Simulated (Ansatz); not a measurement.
# What InB2 (built on the sites of a database entry of YAl2) distorts into, part 2 of 2

Aim: this structure of InB2 (built on the sites of a database entry of YAl2) is to be tested for unstable modes, and one is followed downhill.

Ansatz 0.2.0; DFT PBEsol, scalar-relativistic, plane waves, norm-conserving pseudopotentials.

So far. Step 4 (The mode frozen in, largest atomic shift 0.32 Å): The run ends at a pressure of 2.94 GPa, with forces up to 1.2 eV/Å. Step 5 (Energy along the mode, all amplitudes (two of the runs …): The lowest of the steps tried is at 0.32 Å, 223 meV/atom below the parent; the bottom of the well need not coincide with a step.

The structure was built from a prototype and need not be the compound's stable phase.

**6. Relaxation from the frozen mode**

Starting from the lowest point found, all atoms and the cell are let go, so that strain and other modes of the same symmetry can join in.

The input, input.yaml:

```yaml
crystal:
  lattice:
    - [0.0, 3.296251107, 3.296251107]
    - [3.296251107, 0.0, 3.296251107]
    - [3.296251107, 3.296251107, 0.0]
  atoms:
    - { symbol: In, position: [0.7519538408, 0.7480461592, 0.7480461592] }
    - { symbol: In, position: [0.5019538408, 0.4980461592, 0.4980461592] }
    - { symbol: B, position: [0.1146236774, 0.7024354411, 0.0683172042] }
    - { symbol: B, position: [0.1146236774, 0.0683172042, 0.7024354411] }
    - { symbol: B, position: [0.5475645589, 0.1353763226, 0.1353763226] }
    - { symbol: B, position: [0.1816827958, 0.1353763226, 0.1353763226] }
kpoints:
  mp_grid: { grid: [12, 12, 12] }
hamiltonian:
  xc: pbesol
  pseudopotentials: { kind: nc }
scf:
  occupations: { method: methfessel_paxton, width: 0.2 }
output:
  forces: true
  stress: true
  eigenvalues: true
relax:
  adjacent_minimum: "off"
  f_tol: 0.002
  max_steps: 120
  cell: { stress_tol: 0.03 }
```

Command:

```sh
$ ansatz run input.yaml --threads 8 --pin off --max-ram 14336MiB --backend cpu --events-out ev --progress --plain --runs-dir out
```

Numbers of over 12 decimals in the logs are rounded to 6 here.

The program printed:

```text
[...]
Crystal: 6 atoms, lattice volume = 71.629 Å³
Basis set: ecut = 1034.032677 eV, 5329 PW (Γ), exchange–correlation on 100×100×100 points (8 copies of the dense FFT grid, shifted against one another)
Bands: 25, of which v1, the nominal top of the filled ones, is band 19 counted from 1 (18 counted from 0)
Symmetry: 8 space group operations
[...]
k-points: 163 of 1728 (time reversal used)
[...]
SCF iter   1: F=—  HF=-3920.195602 eV  |F-HF|=—  |Δ(HF+E_count)|=         —  Δρ=5.37e-2  dr2=4.01e0  ethr=3.10e-3  ⟨swp⟩=5.8  Hψ=17879  notcnv=0
[...]
SCF iter   7: F=-3918.852238 eV  HF=-3918.852238 eV  |F-HF|=1.30e-8  |Δ(HF+E_count)|=   4.02e-8  S|Δr|=    0.00e0  Δρ=7.57e-6  dr2=3.98e-8  ethr=2.63e-10  ⟨swp⟩=15.2  Hψ=29656  notcnv=0
SCF 1 converged in 7 iterations: F = -3918.852238 eV  dr2 = 3.98e-8
relax step   1: F+E_penalty+E_count = -3918.85223758 eV  Δ(F+E_penalty+E_count) = +0.000e0 eV  max|allowed force component| = 1.185e0 eV/Å  Δτ_max = 0.0000 Å  P = +2.943 GPa  Ω = 71.629 Å³  (7 SCF iters, dr2 threshold 1.00e-7 eV, accepted)
Crystal: 6 atoms, lattice volume = 73.458 Å³
Basis set: ecut = 1034.032677 eV, 5593 PW (Γ), exchange–correlation on 100×100×100 points (8 copies of the dense FFT grid, shifted against one another)
[...]
iter 1 solved again at ethr=3.91e-4 eV; its pass at ethr=3.10e-3 eV (dr2=1.49e-1 eV) is discarded
[...]
SCF iter   6: F=-3919.684630 eV  HF=-3919.684630 eV  |F-HF|=2.61e-8  |Δ(HF+E_count)|=   1.34e-7  S|Δr|=    0.00e0  Δρ=1.12e-5  dr2=4.76e-8  ethr=1.58e-9  ⟨swp⟩=6.0  Hψ=19243  notcnv=0
SCF 2 converged in 6 iterations: F = -3919.684630 eV  dr2 = 4.76e-8
relax step   2: F+E_penalty+E_count = -3919.68463040 eV  Δ(F+E_penalty+E_count) = -8.324e-1 eV  max|allowed force component| = 5.866e-1 eV/Å  Δτ_max = 0.1949 Å  P = -1.132 GPa  Ω = 73.458 Å³  energy of the carried Pulay correction = -3.852e-4 eV  (6 SCF iters, dr2 threshold 6.00e-7 eV, accepted)
Crystal: 6 atoms, lattice volume = 72.241 Å³
Basis set: ecut = 1034.032677 eV, 5411 PW (Γ), exchange–correlation on 100×100×100 points (8 copies of the dense FFT grid, shifted against one another)
[...]
SCF iter   5: F=-3919.964829 eV  HF=-3919.964829 eV  |F-HF|=5.00e-8  |Δ(HF+E_count)|=   1.72e-6  S|Δr|=    0.00e0  Δρ=1.91e-5  dr2=1.79e-7  ethr=1.58e-9  ⟨swp⟩=12.9  Hψ=30255  notcnv=0
SCF 3 converged in 5 iterations: F = -3919.964829 eV  dr2 = 1.79e-7
relax step   3: F+E_penalty+E_count = -3919.96482917 eV  Δ(F+E_penalty+E_count) = -2.802e-1 eV  max|allowed force component| = 2.868e-3 eV/Å  Δτ_max = 0.0987 Å  P = +2.501 GPa  Ω = 72.241 Å³  energy of the carried Pulay correction = -1.299e-4 eV  (5 SCF iters, dr2 threshold 6.00e-7 eV, accepted)
[...]
relax step   4: F+E_penalty+E_count = -3920.06803829 eV  Δ(F+E_penalty+E_count) = -1.032e-1 eV  max|allowed force component| = 2.737e-1 eV/Å  Δτ_max = 0.0326 Å  P = +1.227 GPa  Ω = 73.721 Å³  energy of the carried Pulay correction = -4.398e-4 eV  (5 SCF iters, dr2 threshold 6.00e-7 eV, accepted)
[...]
relax step   5: F+E_penalty+E_count = -3920.08096704 eV  Δ(F+E_penalty+E_count) = -1.293e-2 eV  max|allowed force component| = 5.524e-2 eV/Å  Δτ_max = 0.0136 Å  P = +0.006 GPa  Ω = 73.865 Å³  energy of the carried Pulay correction = -4.694e-4 eV  (5 SCF iters, dr2 threshold 6.00e-7 eV, accepted)
[...]
relax step   6: F+E_penalty+E_count = -3920.08178340 eV  Δ(F+E_penalty+E_count) = -8.164e-4 eV  max|allowed force component| = 1.178e-2 eV/Å  Δτ_max = 0.0124 Å  P = -0.209 GPa  Ω = 73.787 Å³  energy of the carried Pulay correction = -4.535e-4 eV  (4 SCF iters, dr2 threshold 1.91e-7 eV, accepted)
[...]
relax step   7: F+E_penalty+E_count = -3920.08190156 eV  Δ(F+E_penalty+E_count) = -1.182e-4 eV  max|allowed force component| = 6.278e-4 eV/Å  Δτ_max = 0.0013 Å  P = -0.021 GPa  Ω = 73.694 Å³  energy of the carried Pulay correction = -4.341e-4 eV  (4 SCF iters, dr2 threshold 1.45e-7 eV, accepted)
[...]
relax step   8: F+E_penalty+E_count = -3920.08807441 eV  Δ(F+E_penalty+E_count) = -6.173e-3 eV  max|allowed force component| = 1.017e-3 eV/Å  Δτ_max = 0.0000 Å  P = +0.138 GPa  Ω = 73.694 Å³  stress off target by 2.17e-1 GPa  SCF on the basis re-selected at this cell (its energy is not comparable with the rows above)  (5 SCF iters)
[...]
relax step   9: F+E_penalty+E_count = -3920.08817538 eV  Δ(F+E_penalty+E_count) = -1.010e-4 eV  max|allowed force component| = 1.077e-3 eV/Å  Δτ_max = 0.0011 Å  P = -0.011 GPa  Ω = 73.821 Å³  energy of the carried Pulay correction = -2.776e-5 eV  (4 SCF iters, dr2 threshold 1.18e-7 eV, accepted)
[...]
SCF iter   4: F=-3920.088203 eV  HF=-3920.088203 eV  |F-HF|=9.09e-13  |Δ(HF+E_count)|=  2.23e-11  S|Δr|=    0.00e0  Δρ=3.04e-7  dr2=1.59e-11  ethr=1.00e-12  ⟨swp⟩=12.1  Hψ=35190  notcnv=0
SCF 10 converged in 4 iterations: F = -3920.088203 eV  dr2 = 1.59e-11
relax step  10: F+E_penalty+E_count = -3920.08820257 eV  Δ(F+E_penalty+E_count) = -2.719e-5 eV  max|allowed force component| = 1.080e-3 eV/Å  Δτ_max = 0.0000 Å  P = -0.011 GPa  Ω = 73.821 Å³  stress off target by 2.95e-2 GPa  SCF on the basis re-selected at this cell (its energy is not comparable with the rows above)  (4 SCF iters)
[...]
SCF converged after 4 iterations
[...]
Free energy (F): -3920.088203 eV
[...]
Internal energy: -3920.087165 eV  (E = F + TS)
E sigma→0 (E₀):  -3920.087943 eV
Entropy (-TS):   -0.001037 eV (-0.173 meV/atom)
Fermi energy:    11.888483 eV
[...]
--- Forces (eV/Å), atoms counted from 1 ---
  atom   1  In    -0.00108020     0.00000000     0.00000000
  atom   2  In    -0.00108020    -0.00000000    -0.00000000
  atom   3  B      0.00053992     0.00104624    -0.00104624
  atom   4  B      0.00053992    -0.00104624     0.00104624
  atom   5  B      0.00053992     0.00104624     0.00104624
  atom   6  B      0.00053992    -0.00104624    -0.00104624
  max |Σ_I F_I| component: 6.98e-7 eV/Å
--- Stress (GPa, compression-positive) ---
        0.026246      -0.000000      -0.000000
       -0.000000      -0.029472      -0.000000
       -0.000000      -0.000000      -0.029472
  P = ⅓ Tr σ = -0.0109 GPa (-0.109 kbar)
--- Band table (eV; the first three rows and the last of 163) ---
  k-point 0: bands = [... 15 lower, 8.1872, 8.9598, 9.0606, 9.0606, 10.5821, 10.9618, 11.7148, 11.7148, ... 2 higher]
  k-point 1: bands = [... 15 lower, 8.1261, 8.9884, 9.0509, 9.6278, 10.4703, 10.8025, 12.2573, 12.2673, ... 2 higher]
  k-point 2: bands = [... 15 lower, 8.1664, 8.7951, 9.2195, 10.2031, 10.8761, 11.0523, 13.1377, 13.2111, ... 2 higher]
  k-point 162: bands = [... 15 lower, 9.0719, 10.8432, 10.8432, 11.8359, 11.8359, 13.8501, 13.8501, 14.9462, ... 2 higher]
--- Relaxed structure (8 steps of the walk, 8 accepted, 2 SCFs on fresh bases) ---
  F+E_penalty+E_count = -3920.08820257 eV   max|allowed force component| = 1.080e-3 eV/Å   (the final SCF, on the basis selected at the relaxed cell)
  cell:  # Å, volume = 73.8207 Å³
    - [0, 3.608274, 3.608274]
    - [2.834974, 0, 3.608274]
    - [2.834974, 3.608274, 0]
  atoms:
    - { symbol: In, position: [0.795499, 0.704501, 0.704501] }
    - { symbol: In, position: [0.545499, 0.454501, 0.454501] }
    - { symbol: B, position: [0.092851, 0.742306, 0.071992] }
    - { symbol: B, position: [0.092851, 0.071992, 0.742306] }
    - { symbol: B, position: [0.507694, 0.157149, 0.157149] }
    - { symbol: B, position: [0.178008, 0.157149, 0.157149] }
```

The job ended after 69 s (8 threads of Intel Xeon Platinum 8488C (Sapphire Rapids), shared host; peak memory 1.3 GiB).

The steps of the relaxation:

| step | energy less that of the first step (eV) | largest force component (eV/Å) | pressure (GPa) | volume (Å³) |
| --- | --- | --- | --- | --- |
| 1 | 0.0000 | 1.1853 | 2.94 | 71.63 |
| 2 | -0.8324 | 0.5866 | -1.13 | 73.46 |
| 3 | -1.1126 | 0.0029 | 2.50 | 72.24 |
| 4 | -1.2158 | 0.2737 | 1.23 | 73.72 |
| 5 | -1.2287 | 0.0552 | 0.01 | 73.86 |
| 6 | -1.2295 | 0.0118 | -0.21 | 73.79 |
| 7 | -1.2297 | 0.0006 | -0.02 | 73.69 |
| 8* | -1.2358 | 0.0010 | 0.14 | 73.69 |
| 9 | -1.2359 | 0.0011 | -0.01 | 73.82 |
| 10* | -1.2360 | 0.0011 | -0.01 | 73.82 |

Relaxation steps marked * repeat the geometry before them on a plane-wave basis chosen anew for their cell, so energy and pressure can jump there.

The run keeps the 8 symmetry operations that it works with, so distortions that break them were not tested.

| cell as run | before | after | change |
| --- | --- | --- | --- |
| a (Å) | 4.662 | 5.103 | +9.5 % |
| b (Å) | 4.662 | 4.589 | -1.6 % |
| c (Å) | 4.662 | 4.589 | -1.6 % |
| α (°) | 60.00 | 67.56 | +12.6 % |
| β (°) | 60.00 | 56.22 | -6.3 % |
| γ (°) | 60.00 | 56.22 | -6.3 % |
| volume (Å³/atom) | 11.94 | 12.30 | +3.1 % |

The atoms that moved most (Å, as changes of fractional coordinates times the final cell):

| atom | dx | dy | dz | length |
| --- | --- | --- | --- | --- |
| In2 | -0.247 | 0.000 | 0.000 | 0.247 |
| In1 | -0.247 | 0.000 | 0.000 | 0.247 |
| B6 | 0.123 | 0.065 | 0.065 | 0.154 |
| B3 | 0.123 | -0.065 | 0.065 | 0.154 |
| B4 | 0.123 | 0.065 | -0.065 | 0.154 |
| B5 | 0.123 | -0.065 | -0.065 | 0.154 |

Final coordinates:

```xyz
6
Lattice="0.0000 3.6083 3.6083 2.8350 0.0000 3.6083 2.8350 3.6083 0.0000" Properties=species:S:1:pos:R:3 pbc="T T T"
In    3.9945    5.4124    5.4124
In    2.5770    3.6083    3.6083
B     2.3085    0.5948    3.0135
B     2.3085    3.0135    0.5948
B     0.8910    2.3989    2.3989
B     0.8910    1.2093    1.2093
```

This step gave:

- pressure: -0.01090 GPa
- volume per atom: 12.30 Å³

The distorted start has space group I4_1md; the relaxation ends in I4_1md.

**7. The new phase in its own primitive cell**

The relaxed structure is symmetrised, reduced to its primitive cell and relaxed tightly, as its phonons need.

The input, input.yaml:

```yaml
crystal:
  lattice:
    - [-2.551435083, 2.551435083, 2.8349738711]
    - [2.551435083, -2.551435083, 2.8349738711]
    - [2.551435083, 2.551435083, -2.8349738711]
  atoms:
    - { symbol: In, position: [0.2045005999, 0.2045005999, 0.0] }
    - { symbol: In, position: [0.9545005999, 0.4545005999, 0.5] }
    - { symbol: B, position: [0.57199234, 0.9071491023, 0.6648432377] }
    - { symbol: B, position: [0.2423058646, 0.9071491023, 0.3351567623] }
    - { symbol: B, position: [0.6571491023, 0.4923058646, 0.8351567623] }
    - { symbol: B, position: [0.6571491023, 0.82199234, 0.1648432377] }
kpoints:
  mp_grid: { grid: [10, 10, 10] }
hamiltonian:
  xc: pbesol
  pseudopotentials: { kind: nc }
scf:
  occupations: { method: methfessel_paxton, width: 0.2 }
output:
  forces: true
  stress: true
  eigenvalues: true
relax:
  adjacent_minimum: "off"
  f_tol: 0.001
  max_steps: 60
  cell: { stress_tol: 0.01 }
```

The program printed:

```text
[...]
Crystal: 6 atoms, lattice volume = 73.821 Å³
Basis set: ecut = 1034.032677 eV, 5571 PW (Γ), exchange–correlation on 100×100×100 points (8 copies of the dense FFT grid, shifted against one another)
Bands: 25, of which v1, the nominal top of the filled ones, is band 19 counted from 1 (18 counted from 0)
Symmetry: 8 space group operations
[...]
- [-2.547009, 2.547009, 2.848412]
    - [2.547009, -2.547009, 2.848412]
    - [2.547009, 2.547009, -2.848412]
  atoms:
    - { symbol: In, position: [0.203835, 0.203835, 0] }
    - { symbol: In, position: [0.953835, 0.453835, 0.5] }
    - { symbol: B, position: [0.572360, 0.907482, 0.664878] }
    - { symbol: B, position: [0.242604, 0.907482, 0.335122] }
    - { symbol: B, position: [0.657482, 0.492604, 0.835122] }
    - { symbol: B, position: [0.657482, 0.822360, 0.164878] }
[key lines of the parts left out:]
SCF converged after 5 iterations
Free energy (F): -3920.089239 eV
Fermi energy:    11.873694 eV
P = ⅓ Tr σ = -0.0014 GPa (-0.014 kbar)
```

Elapsed: 21 s, on 8 threads; peak memory 1 GiB; 2.7 min of CPU time.

The steps of the relaxation:

| step | energy less that of the first step (eV) | largest force component (eV/Å) | pressure (GPa) | volume (Å³) |
| --- | --- | --- | --- | --- |
| 1 | 0.0000 | 0.0172 | 0.07 | 73.82 |
| 2 | -0.0007 | 0.0240 | -0.07 | 73.90 |
| 3 | -0.0007 | 0.0085 | -0.02 | 73.91 |
| 4 | -0.0007 | 0.0002 | 0.00 | 73.91 |
| 5* | -0.0008 | 0.0002 | 0.00 | 73.91 |

Relaxation steps marked * repeat the geometry before them on a plane-wave basis chosen anew for their cell, so energy and pressure can jump there.

Forces are held to the 8 operations that the run works with; a distortion that breaks them can't arise in this run.

| conventional cell, symmetrised | before | after | change |
| --- | --- | --- | --- |
| a (Å) | 5.103 | 5.094 | -0.2 % |
| b (Å) | 5.103 | 5.094 | -0.2 % |
| c (Å) | 5.670 | 5.697 | +0.5 % |
| volume (Å³/atom) | 12.30 | 12.32 | +0.1 % |

Final coordinates:

```xyz
6
Lattice="-2.5470 2.5470 2.8484 2.5470 -2.5470 2.8484 2.5470 2.5470 -2.8484" Properties=species:S:1:pos:R:3 pbc="T T T"
In    0.0000    0.0000    1.1612
In    0.0000    2.5470    2.5854
B     2.5470    0.8399    2.3214
B     2.5470   -0.8399    2.3214
B     1.7071    2.5470    0.8971
B     0.8399    0.0000    3.7456
```

This step gave:

- pressure: -0.001449 GPa
- volume per atom: 12.32 Å³

The largest force component left is 0.19 meV/Å and the pressure is -0.001 GPa, within the tolerances set. The cell now holds 12.32 Å³/atom.

**8. Modes of the new phase, k-mesh 10×10×10**

A relaxed structure may still be a saddle point, so its zone-centre modes are computed. No field response is asked, since the mesh shows no gap.

The input, input.yaml:

```yaml
crystal:
  lattice:
    - [-2.547008639, 2.547008639, 2.8484122451]
    - [2.547008639, -2.547008639, 2.8484122451]
    - [2.547008639, 2.547008639, -2.8484122451]
  atoms:
    - { symbol: In, position: [0.2038347613, 0.2038347613, 0.0] }
    - { symbol: In, position: [0.9538347613, 0.4538347613, 0.5] }
    - { symbol: B, position: [0.5723599943, 0.9074820216, 0.6648779727] }
    - { symbol: B, position: [0.2426040489, 0.9074820216, 0.3351220273] }
    - { symbol: B, position: [0.6574820216, 0.4926040489, 0.8351220273] }
    - { symbol: B, position: [0.6574820216, 0.8223599943, 0.1648779727] }
kpoints:
  mp_grid: { grid: [10, 10, 10] }
hamiltonian:
  xc: pbesol
  pseudopotentials: { kind: nc }
scf:
  occupations: { method: methfessel_paxton, width: 0.2 }
output:
  eigenvalues: true
phonons:
  method: dfpt
```

The program printed:

```text
zone centre: on kpoints.mp_grid the ground state, and the responses unless they are solved on pairs of k-points, stand on 282 of the mesh's 1000 k-points, reduced under 2 symmetry operations, with k and −k counted as one. Each operation leaves every solved displacement unchanged or reverses it
[...]
Crystal: 6 atoms, lattice volume = 73.913 Å³
Basis set: ecut = 1034.032677 eV, 5571 PW (Γ), exchange–correlation on 120×120×120 points (8 copies of the dense FFT grid, shifted against one another)
Bands: 25, of which v1, the nominal top of the filled ones, is band 19 counted from 1 (18 counted from 0)
Symmetry: 8 space group operations
k-points: 282 of 1000 (irreducible under 2 space group operations, time reversal used)
[...]
SCF iter   1: F=—  HF=-3921.410950 eV  |F-HF|=—  |Δ(HF+E_count)|=         —  Δρ=5.57e-2  dr2=4.06e0  ethr=3.10e-3  ⟨swp⟩=5.9  Hψ=31767  notcnv=0
[...]
SCF iter  10: F=-3920.089239 eV  HF=-3920.089239 eV  |F-HF|=0.00e0  |Δ(HF+E_count)|=  2.27e-12  S|Δr|=    0.00e0  Δρ=8.49e-8  dr2=3.64e-12  ethr=1.00e-12  ⟨swp⟩=17.6  Hψ=60719  notcnv=0
SCF 1 converged in 10 iterations: F = -3920.089239 eV  dr2 = 3.64e-12
[...]
SCF converged after 10 iterations
[...]
Free energy (F): -3920.089239 eV
[...]
Internal energy: -3920.090197 eV  (E = F + TS)
E sigma→0 (E₀):  -3920.089479 eV
Entropy (-TS):   0.000959 eV (0.160 meV/atom)
Fermi energy:    11.873695 eV
[...]
--- Band table (eV; the first three rows and the last of 282) ---
  k-point 0: bands = [... 15 lower, 8.1885, 8.9451, 9.0249, 9.0249, 10.5731, 10.9741, 11.7020, 11.7020, ... 2 higher]
  k-point 1: bands = [... 15 lower, 8.0136, 8.7984, 9.2462, 9.8261, 10.1820, 11.0072, 12.0660, 12.9804, ... 2 higher]
  k-point 2: bands = [... 15 lower, 7.3489, 9.1122, 9.1457, 10.9526, 11.0855, 11.6063, 12.9834, 14.2023, ... 2 higher]
  k-point 281: bands = [... 15 lower, 4.5079, 11.6776, 11.6776, 13.0684, 13.0684, 14.2912, 14.2912, 14.3760, ... 2 higher]
[...]
ASR residual: 7.766e-5 → 0.000e0 eV/Å²; symmetrization residual: 1.434e-6 eV/Å²
  ASR residual per site (eV/Å²): 7.77e-5 7.77e-5 1.53e-5 1.53e-5 1.53e-5 1.53e-5
[...]
```

It took 93 s on 8 threads; peak memory 5.1 GiB; 12 min of CPU time.

Numbers from this step:

| Item | Value |
| --- | --- |
| sum-rule residual before enforcement | 7.77e-5 eV/Å² |
| point group | 4mm |
| highest optical mode at the zone centre (no LO-TO term) | 870.9 cm⁻¹ |
| lowest optical zone-centre mode | -419.7 cm⁻¹ |

Patterns of degenerate modes are one choice out of their space. The modes at Γ (shares of kinetic energy by element, %) (negative means imaginary):

| mode | frequency (cm⁻¹) | symmetry | In % | B % |
| --- | --- | --- | --- | --- |
| 1 | -419.7 | E | 0 | 100 |
| 2 | -419.7 | E | 0 | 100 |
| 3 | -401.8 | A2 | 0 | 100 |
| 4 | -260.5 | B1 | 1 | 99 |
| 5 | 0.0 | acoustic | 84 | 16 |
| 6 | 0.0 | acoustic | 84 | 16 |
| 7 | 0.0 | acoustic | 84 | 16 |
| 8 | 106.0 | E | 17 | 83 |
| 9 | 106.0 | E | 17 | 83 |
| 10 | 139.8 | E | 92 | 8 |
| 11 | 139.8 | E | 92 | 8 |
| 12 | 151.7 | B1 | 99 | 1 |
| 13 | 215.0 | B2 | 0 | 100 |
| 14 | 263.7 | A1 | 16 | 84 |
| 15 | 348.8 | E | 7 | 93 |
| 16 | 348.8 | E | 7 | 93 |
| 17 | 830.1 | B1 | 0 | 100 |
| 18 | 870.9 | A1 | 0 | 100 |

Displacements in mode 1 (-419.7 cm⁻¹), the largest set to 1:
```
In1  0.01  0.00  0.00
In2 -0.02  0.00  0.00
B3  -0.85 -0.06  0.07
B4  -0.85 -0.06 -0.07
B5   0.91  0.06  1.00
B6   0.91  0.06 -1.00
```

Displacements in mode 8 (106.0 cm⁻¹), the largest set to 1:
```
In1 -0.05  0.00  0.00
In2 -0.22  0.00  0.00
B3   1.00  0.00  0.00
B4   1.00  0.00  0.00
B5   0.44  0.00  0.43
B6   0.44  0.00 -0.43
```

Before it was imposed, the acoustic sum rule was missed by 7.8e-5 eV/Å². Small misses are needed for a sound result but don't prove that mesh and cutoff are converged. The lowest optical mode is imaginary, 419.7i cm⁻¹, so the energy falls along it.

**9. What came out**

```json
{
 "unstable mode of the parent": "q = (0, 0, 0), 512i cm⁻¹",
 "depth at the lowest point sampled": "223 meV/atom",
 "largest atomic shift at that point": "0.32 Å",
 "space group reached (within 0.01 Å)": "I4_1md",
 "energy gained over the parent (first relaxation, on the mesh of the frozen mode)": "429 meV/atom",
 "volume per atom, phase reached": "12.3 Å³",
 "lowest optical zone-centre mode, phase reached": "-420 cm⁻¹",
 "highest optical mode at the zone centre (no LO-TO term), phase reached": "871 cm⁻¹"
}
```

What this shows: Along this mode the structure falls into I4_1md, 429 meV/atom below the parent. At the parent's cell the well is 223.3 meV/atom deep on the steps tried, with its lowest point at a shift of 0.32 Å. Relaxing atoms and cell changes the gain by +206.02 meV/atom against the lowest step (energies at zero smearing). The new phase still has an imaginary mode at the zone centre of its cell, so it is a saddle point on the way to a lower structure. Of the 4 patterns followed to their end from this parent, this one ends 717 meV/atom above the lowest, P4/mmm. Each path keeps the symmetry of its pattern, so a lower phase may lie along a pattern not tried. With no gap, or one that is small against the smearing, the frequencies hang on the k mesh and the smearing, most of all near Kohn anomalies. The starting cell was built on a prototype and not taken from a measurement, so the phase need not exist.

[Logs are printed without paths, hosts, clocks, repeated set-up lines and the standing remarks that a program may print on its own settings, such as how far it seeks lower states.]

[Hosts, paths, dates, database ids (printed as entryN), source tags and the programs' standing remarks are cut or masked in the printed files.]
